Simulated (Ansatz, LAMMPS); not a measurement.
## Ionic liquid BMIM+ Br- with water at 350 K (148 atoms): support functions against a reference

Aim: test how closely localised support functions follow the reference on ionic liquid BMIM+ Br- with water at 350 K (148 atoms), and at what cost. A setting counts as converged where the r.m.s. difference of forces stays under 1 % of the r.m.s. force.

Method: Kohn-Sham DFT, PBE+D3(BJ), PAW (set soft_2), plane waves, in Ansatz 0.2.0.

Most raw output is cut from this account.

## Step 1: The starting structure

The cell holds 148 atoms: 40 C, 10 N, 87 H, 6 O and 5 Br. Its edges and angles: a = 11.675 Å, b = 11.675 Å, c = 11.675 Å, α = 90.0°, β = 90.0°, γ = 90.0°. 5 BMIM+, 5 Br-, 6 H2O placed at random, at 1.26 g/cm³; overlaps pushed apart, then 10 ps at 700 K with Joung-Cheatham ions (J. Phys. Chem. B 112, 9020 (2008)); MMFF94 bonds, angles, torsions, charges and radii (Halgren, J. Comput. Chem. 17, 490 (1996)) in harmonic and 12-6 forms; SPC/E water (Berendsen, Grigera and Straatsma, J. Phys. Chem. 91, 6269 (1987)); charges of ions scaled by 0.8. Snapshot after 30 ps at 350 K and fixed volume.

Before any run, some limits are plain. The network of contacts between molecules at the start is that of the classical potential that made the cell, and needn't be the one that DFT or experiment would give. The density was typed from a rule of thumb and may lie off the real one at this temperature. Sampling is at Γ alone, for a cell whose shortest periodic width is 12 Å.

## Step 2: How the cell was made

A classical potential makes the cell, at a small fraction of what the same run would cost in DFT.

This step: classical MD, Joung-Cheatham ions (J. Phys. Chem. B 112, 9020 (2008)); MMFF94 bonds, angles, torsions, charges and radii (Halgren, J. Comput. Chem. 17, 490 (1996)) in harmonic and 12-6 forms; SPC/E water (Berendsen, Grigera and Straatsma, J. Phys. Chem. 91, 6269 (1987)); charges of ions scaled by 0.8 (LAMMPS 22 Jul 2025 - Update 4).

Contents of in.lmp:

```
# ionic liquid BMIM+ Br- with water
units real
atom_style full
boundary p p p
bond_style harmonic
angle_style harmonic
dihedral_style opls
improper_style harmonic
special_bonds lj 0 0 0.5 coul 0 0 0.75
read_data data.lmp
neigh_modify delay 0 every 1 check yes one 4000
comm_modify cutoff 12.0
timestep 0.5
thermo_style custom step time temp pe press density
thermo_modify norm yes
# push overlapping molecules apart
pair_style soft 2.6
pair_coeff * * 0.0
variable a equal ramp(1,60)
fix ad all adapt 1 pair soft a * * v_a
velocity all create 700 169030 mom yes dist gaussian
fix lim all nve/limit 0.03
fix lan all langevin 700 700 50 169031 zero yes
thermo 1000
run 3000 post no
unfix ad
pair_style lj/cut/coul/long 9.0
pair_modify mix arithmetic tail yes
pair_coeff 1 1 0.0678 3.3680   # C
pair_coeff 2 2 0.0721 3.1460   # N
pair_coeff 3 3 0.0678 3.5860   # C
pair_coeff 4 4 0.0678 3.3270   # C
pair_coeff 5 5 0.0216 2.5400   # H
pair_coeff 6 6 0.1553 3.1660   # O
# [... 21 lines left out ...]
compute msd all msd com yes
thermo 7500
fix md all nvt temp 350 350 100
run 30000 post no
print "== T350: mean square displacement over the hold $(c_msd[4]:%.2f) A^2"
unfix md
uncompute msd
write_dump all custom T350.dump id type xs ys zs modify sort id
```

The run is started by

```sh
$ lmp -in in.lmp -log none -nocite
```

Run time: 26 s. Hardware: 1 thread of Intel Xeon Platinum 8488C (Sapphire Rapids), shared host; peak memory 0.12 GiB.

The input also reads data.lmp (atoms, bonds and types; not printed here).

## Step 3: Plane-wave single point

The first run uses the default basis; a harder plane-wave run follows as the reference for the support functions.

Contents of input.yaml:

```yaml
crystal:
  lattice:
    - [11.67513, 0.0, 0.0]
    - [0.0, 11.67513, 0.0]
    - [0.0, 0.0, 11.67513]
  atoms:
    - { symbol: C, position: [0.70812, 0.20958, 0.88557] }
    - { symbol: C, position: [0.65916, 0.25202, 0.99812] }
    - { symbol: C, position: [0.53636, 0.22493, 0.98955] }
    - { symbol: C, position: [0.47961, 0.23179, 0.09902] }
    - { symbol: "N", position: [0.50483, 0.33567, 0.15152] }
    - { symbol: C, position: [0.53086, 0.35952, 0.26575] }
    - { symbol: C, position: [0.53847, 0.47489, 0.27872] }
    - { symbol: "N", position: [0.51435, 0.52422, 0.17014] }
    - { symbol: C, position: [0.52232, 0.64028, 0.13844] }
    - { symbol: C, position: [0.48575, 0.43627, 0.09696] }
    - { symbol: H, position: [0.66381, 0.25445, 0.81919] }
    - { symbol: H, position: [0.80274, 0.21172, 0.8799] }
    - { symbol: H, position: [0.68508, 0.11715, 0.87053] }
    - { symbol: H, position: [0.69406, 0.2019, 0.0724] }
    - { symbol: H, position: [0.67152, 0.3427, 0.00667] }
    - { symbol: H, position: [0.50659, 0.28056, 0.9259] }
    - { symbol: H, position: [0.52084, 0.138, 0.96162] }
    - { symbol: H, position: [0.51228, 0.15979, 0.14985] }
    - { symbol: H, position: [0.39083, 0.23613, 0.08233] }
    - { symbol: H, position: [0.54891, 0.29153, 0.32572] }
    - { symbol: H, position: [0.56895, 0.53508, 0.34194] }
    - { symbol: H, position: [0.61218, 0.6557, 0.11714] }
    - { symbol: H, position: [0.51318, 0.6977, 0.20701] }
    - { symbol: H, position: [0.46713, 0.67156, 0.06642] }
    - { symbol: H, position: [0.46718, 0.44774, 0.00626] }
    - { symbol: C, position: [0.99322, 0.16807, 0.53768] }
    - { symbol: C, position: [0.97139, 0.14304, 0.6607] }
    - { symbol: C, position: [0.94022, 0.01975, 0.66362] }
    - { symbol: C, position: [0.95703, 0.96346, 0.77311] }
    - { symbol: "N", position: [0.07807, 0.9259, 0.78904] }
    - { symbol: C, position: [0.15867, 0.97911, 0.86066] }
    - { symbol: C, position: [0.2559, 0.91227, 0.86216] }
    [... 110 atom lines left out ...]
    - { symbol: H, position: [0.48378, 0.56126, 0.80065] }
    - { symbol: Br, position: [0.09449, 0.68802, 0.44249] }
    - { symbol: Br, position: [0.23016, 0.35835, 0.82864] }
    - { symbol: Br, position: [0.6567, 0.82314, 0.84203] }
    - { symbol: Br, position: [0.34626, 0.91043, 0.155] }
    - { symbol: Br, position: [0.59945, 0.35956, 0.57016] }
kpoints:
  mp_grid: { grid: [1, 1, 1] }
hamiltonian:
  xc: pbe
  dispersion: d3bj
scf:
  occupations: { method: fixed }
output:
  forces: true
  stress: true
  populations: intrinsic
  dos:
    method: { smearing: { sigma: 0.08 } }
    de: 0.1
    projected: { site_lists: { Br: [Br], C: [C], H: [H], "N": ["N"], O: [O] } }
  eigenvalues: true
  write_density: true
  write_potential: true
  volumetric_format: npy
```

The run is started by

```sh
$ ansatz run input.yaml --threads 8 --pin off --max-ram 15872MiB --backend cpu --events-out ev --progress --plain --runs-dir out
```

The job ended after 9.2 s (8 threads of Intel Xeon Platinum 8488C (Sapphire Rapids), shared host; peak memory 2 GiB; 56 s of CPU time).

Read from the output:

```
free energy                                      : -32601.1493 eV
free energy per atom                             : -220.2780 eV/atom
SCF cycles                                       : 10
pressure                                         : 1.684 GPa
r.m.s. force component                           : 0.9131 eV/Å
longest force                                    : 4.515 eV/Å
Fermi energy                                     : 0.009119 eV
gap (highest filled to lowest empty level) : 2.644 eV
```

The r.m.s. force component of 0.91 eV/Å sets the scale for the differences below.

## Step 4: Plane waves at 750 eV (750 eV)

The grid of the support functions holds more waves than the default cutoff, so they are judged against a harder plane-wave run.

input.yaml, the sections that differ from step 3:

```yaml
output:
  forces: true
  eigenvalues: true
basis:
  ecutwfc: "750 eV"
# crystal, kpoints, hamiltonian, scf: as in step 3
```

Run time: 8.4 s. Hardware: 8 threads; peak memory 4 GiB; 62 s of CPU time.

Forces differ from the reference by 6.0 meV/Å r.m.s., 0.66 % of their size, within a tolerance of 1 %; the energy by -3.3 meV/atom.

## Step 5: Support functions medium

The cell is solved in localised support functions. Besides, the program derives a nominal cutoff of 464 eV for this run, against the reference's 750.

This step: Kohn-Sham DFT, PBE+D3(BJ), PAW (set soft_2), localised support functions (medium) (Ansatz 0.2.0).

input.yaml, the sections that differ from step 4:

```yaml
scf:
  occupations: { method: fixed }
  eigensolver: { kind: { support_functions: { accuracy: medium } } }
  max_iter: 150
# crystal, kpoints, hamiltonian, output: as in step 4
# basis: removed
```

Run time: 41 s. Hardware: 8 threads; peak memory 4.3 GiB; 5 min of CPU time.

The program notes that the band table was not solved further than the SCF left it and it switched symmetry off.

Keys that differ from the reference: basis.ecutwfc removed, support_functions.accuracy = "medium" and scf.max_iter = 150.

Forces differ from the reference by 0.95 meV/Å r.m.s., 0.10 % of their size, well within a tolerance of 1 %; the energy by -0.35 meV/atom. It took 4.8 times the reference's time (shared host, so rough).

## Step 6: Support functions low

With localised support functions most steps grow linearly with size, though the diagonalisation grows faster unless the density matrix is cut; this run measures error and cost at this size. Besides, the program derives a nominal cutoff of 420 eV for this run, against the reference's 750.

This step: Kohn-Sham DFT, PBE+D3(BJ), PAW (set soft_2), localised support functions (low) (Ansatz 0.2.0).

input.yaml, the sections that differ from step 5:

```yaml
scf:
  occupations: { method: fixed }
  eigensolver: { kind: { support_functions: { accuracy: low } } }
  max_iter: 150
# crystal, kpoints, hamiltonian, output: as in step 5
```

It took 37 s on 8 threads; peak memory 4.3 GiB; 4.6 min of CPU time.

Keys that differ from the reference: basis.ecutwfc removed, support_functions.accuracy = "low" and scf.max_iter = 150.

Forces differ from the reference by 1.0 meV/Å r.m.s., 0.11 % of their size, well within a tolerance of 1 %; the energy by -0.35 meV/atom. It took 4.3 times the reference's time (shared host, so rough).

## Step 7: Support functions high

With localised support functions most steps grow linearly with size, though the diagonalisation grows faster unless the density matrix is cut; this run measures error and cost at this size. Besides, the program derives a nominal cutoff of 631 eV for this run, against the reference's 750.

This step: Kohn-Sham DFT, PBE+D3(BJ), PAW (set soft_2), localised support functions (high) (Ansatz 0.2.0).

input.yaml, the sections that differ from step 6:

```yaml
scf:
  occupations: { method: fixed }
  eigensolver: { kind: { support_functions: { accuracy: high } } }
  max_iter: 150
# crystal, kpoints, hamiltonian, output: as in step 6
```

Wall time 2.5 min (8 threads); peak memory 9.7 GiB.

Keys that differ from the reference: basis.ecutwfc removed, support_functions.accuracy = "high" and scf.max_iter = 150.

Forces differ from the reference by 0.75 meV/Å r.m.s., 0.082 % of their size, well within a tolerance of 1 %; the energy by -0.38 meV/atom. It took 18 times the reference's time (shared host, so rough).

## Step 8: Support functions medium, radius 3.34 Å

The radius confines each support function; a larger one gives more freedom and more work per atom. Besides, the program derives a nominal cutoff of 464 eV for this run, against the reference's 750.

This step: Kohn-Sham DFT, PBE+D3(BJ), PAW (set soft_2), localised support functions (medium) (Ansatz 0.2.0).

input.yaml, the sections that differ from step 7:

```yaml
scf:
  occupations: { method: fixed }
  eigensolver: { kind: { support_functions: { accuracy: medium, radius: 3.34 } } }
  max_iter: 150
# crystal, kpoints, hamiltonian, output: as in step 7
```

The job ended after 40 s (8 threads; peak memory 4.2 GiB; 5 min of CPU time).

Keys that differ from the reference: basis.ecutwfc removed, support_functions.accuracy = "medium", support_functions.radius = 3.34 and scf.max_iter = 150.

Forces differ from the reference by 0.98 meV/Å r.m.s., 0.11 % of their size, well within a tolerance of 1 %; the energy by -0.35 meV/atom. It took 4.8 times the reference's time (shared host, so rough).

## Step 9: Support functions medium, radius 3.61 Å

input.yaml, the sections that differ from step 8:

```yaml
scf:
  occupations: { method: fixed }
  eigensolver: { kind: { support_functions: { accuracy: medium, radius: 3.61 } } }
  max_iter: 150
# crystal, kpoints, hamiltonian, output: as in step 8
```

It took 44 s on 8 threads; peak memory 4.6 GiB.

Keys that differ from the reference: basis.ecutwfc removed, support_functions.accuracy = "medium", support_functions.radius = 3.61 and scf.max_iter = 150.

Forces differ from the reference by 0.91 meV/Å r.m.s., 0.10 % of their size, well within a tolerance of 1 %; the energy by -0.35 meV/atom. It took 5.2 times the reference's time (shared host, so rough).

## Step 10: Support functions medium, radius 3.85 Å

input.yaml, the sections that differ from step 9:

```yaml
scf:
  occupations: { method: fixed }
  eigensolver: { kind: { support_functions: { accuracy: medium, radius: 3.85 } } }
  max_iter: 150
# crystal, kpoints, hamiltonian, output: as in step 9
```

Run time: 57 s. Hardware: 8 threads; peak memory 5.1 GiB.

Keys that differ from the reference: basis.ecutwfc removed, support_functions.accuracy = "medium", support_functions.radius = 3.85 and scf.max_iter = 150.

Forces differ from the reference by 0.88 meV/Å r.m.s., 0.096 % of their size, well within a tolerance of 1 %; the energy by -0.35 meV/atom. It took 6.8 times the reference's time (shared host, so rough).

## Step 11: Support functions medium, radius 4.13 Å

input.yaml, the sections that differ from step 10:

```yaml
scf:
  occupations: { method: fixed }
  eigensolver: { kind: { support_functions: { accuracy: medium, radius: 4.13 } } }
  max_iter: 150
# crystal, kpoints, hamiltonian, output: as in step 10
```

Wall time 75 s (8 threads); peak memory 5.6 GiB; 9.3 min of CPU time.

Keys that differ from the reference: basis.ecutwfc removed, support_functions.accuracy = "medium", support_functions.radius = 4.13 and scf.max_iter = 150.

Forces differ from the reference by 0.86 meV/Å r.m.s., 0.094 % of their size, well within a tolerance of 1 %; the energy by -0.35 meV/atom. It took 8.9 times the reference's time (shared host, so rough).

## Step 12: Support functions medium, radius 4.65 Å

input.yaml, the sections that differ from step 11:

```yaml
scf:
  occupations: { method: fixed }
  eigensolver: { kind: { support_functions: { accuracy: medium, radius: 4.65 } } }
  max_iter: 150
# crystal, kpoints, hamiltonian, output: as in step 11
```

Run time: 1.8 min. Hardware: 8 threads; peak memory 7 GiB; 13 min of CPU time.

Keys that differ from the reference: basis.ecutwfc removed, support_functions.accuracy = "medium", support_functions.radius = 4.65 and scf.max_iter = 150.

Forces differ from the reference by 0.84 meV/Å r.m.s., 0.092 % of their size, well within a tolerance of 1 %; the energy by -0.35 meV/atom. It took 12 times the reference's time (shared host, so rough).

## Step 13: Support functions medium, radius 5.16 Å

input.yaml, the sections that differ from step 12:

```yaml
scf:
  occupations: { method: fixed }
  eigensolver: { kind: { support_functions: { accuracy: medium, radius: 5.16 } } }
  max_iter: 150
# crystal, kpoints, hamiltonian, output: as in step 12
```

It took 2.5 min on 8 threads; peak memory 8.7 GiB.

Keys that differ from the reference: basis.ecutwfc removed, support_functions.accuracy = "medium", support_functions.radius = 5.16 and scf.max_iter = 150.

Forces differ from the reference by 0.84 meV/Å r.m.s., 0.091 % of their size, well within a tolerance of 1 %; the energy by -0.35 meV/atom. It took 17 times the reference's time (shared host, so rough).

## Step 14: A changed input

A doubtful change is made on purpose, to see how the program answers.

This step: Kohn-Sham DFT, PBE+D3(BJ)+U, PAW (set soft_2), plane waves (Ansatz 0.2.0).

input.yaml, the sections that differ from step 13:

```yaml
hamiltonian:
  xc: pbe
  dispersion: d3bj
  hubbard: { sites: [{ species: H, l: f, u_eff: 4.0 }] }
scf:
  occupations: { method: fixed }
  max_iter: 50
output:
  forces: true
# crystal, kpoints: as in step 13
```

Run time: 0.07 s. Hardware: 8 threads; peak memory 0.096 GiB.

The input was rejected at the start.

The program's message: “Error: inconsistent input (hamiltonian.hubbard.sites[].l, hamiltonian.hubbard.sites[].shell): the file of H doesn't list 4f, and it can't be added: PBE doesn't bind the shell 4f of the free atom, whos …”

The fault in the input: a U on a shell that isn't there (hamiltonian.hubbard.sites = [{"species": "H", "l": "f", "u_eff": 4.0}]). The fix is to take out hamiltonian.hubbard.sites.

## Step 15: All settings compared

Each row is set against the plane-wave reference (Kohn-Sham DFT, PBE+D3(BJ), PAW (set soft_2), plane waves; r.m.s. force component 0.913 eV/Å). Energies are set beside the reference only for runs with its functional, potentials and electron count. Times are for 8 threads of Intel Xeon Platinum 8488C (Sapphire Rapids), shared host. The reference's time includes the DOS, the stress and grids, which some other runs skip.

| run | Δ force, r.m.s. (meV/Å) | share of r.m.s. force (%) | Δ energy (meV/atom) | Δ gap (eV) | cycles | time | host memory (GiB) |
| --- | --- | --- | --- | --- | --- | --- | --- |
| reference | - | - | - | - | 10 | 9.2 s | 2.0 |
| plane waves at 750 eV (750 eV) | 6.00 | 0.657 | -3.35 | -6.0e-4 | 10 | 8.4 s | 4.0 |

## Step 16: The ladder side by side

Differences are against the run with plane waves at 750 eV (Kohn-Sham DFT, PBE+D3(BJ), PAW (set soft_2), plane waves), whose r.m.s. force component is 0.913 eV/Å. Energies are set beside the reference only for runs with its functional, potentials and electron count. Times are for 8 threads of Intel Xeon Platinum 8488C (Sapphire Rapids), shared host.

| run | Δ force, r.m.s. (meV/Å) | share of r.m.s. force (%) | Δ energy (meV/atom) | Δ gap (eV) | cycles | time | host memory (GiB) |
| --- | --- | --- | --- | --- | --- | --- | --- |
| reference | - | - | - | - | 10 | 8.4 s | 4.0 |
| support functions medium | 0.95 | 0.104 | -0.350 | 5.0e-4 | 13 | 41 s | 4.3 |
| support functions low | 1.03 | 0.112 | -0.350 | 0.0013 | 11 | 37 s | 4.3 |
| support functions high | 0.746 | 0.0817 | -0.383 | 1.0e-4 | 16 | 2.5 min | 9.7 |
| support functions medium, radius 3.34 Å | 0.982 | 0.107 | -0.350 | 4.0e-4 | 13 | 40 s | 4.2 |
| support functions medium, radius 3.61 Å | 0.914 | 0.100 | -0.350 | 4.0e-4 | 13 | 44 s | 4.6 |
| support functions medium, radius 3.85 Å | 0.876 | 0.0959 | -0.350 | 4.0e-4 | 13 | 57 s | 5.1 |
| support functions medium, radius 4.13 Å | 0.859 | 0.0941 | -0.350 | 3.0e-4 | 13 | 75 s | 5.6 |
| support functions medium, radius 4.65 Å | 0.841 | 0.0921 | -0.350 | 2.0e-4 | 13 | 1.8 min | 7.0 |
| support functions medium, radius 5.16 Å | 0.836 | 0.0915 | -0.350 | 0 | 13 | 2.5 min | 8.7 |

(Part 1 of 2 ends here.)

[Logs are printed without paths, hosts, clocks, repeated set-up lines and the standing remarks that a program may print on its own settings, such as how far it seeks lower states.]

[Hosts, paths, dates, database ids (printed as entryN), source tags and the programs' standing remarks are cut or masked in the printed files.]

[The MMFF94 radii named for the starting cell were scaled by 0.96; in molecules described by MMFF94, hydrogen bound to N, O or S took a small fixed 12-6 site in their place.]
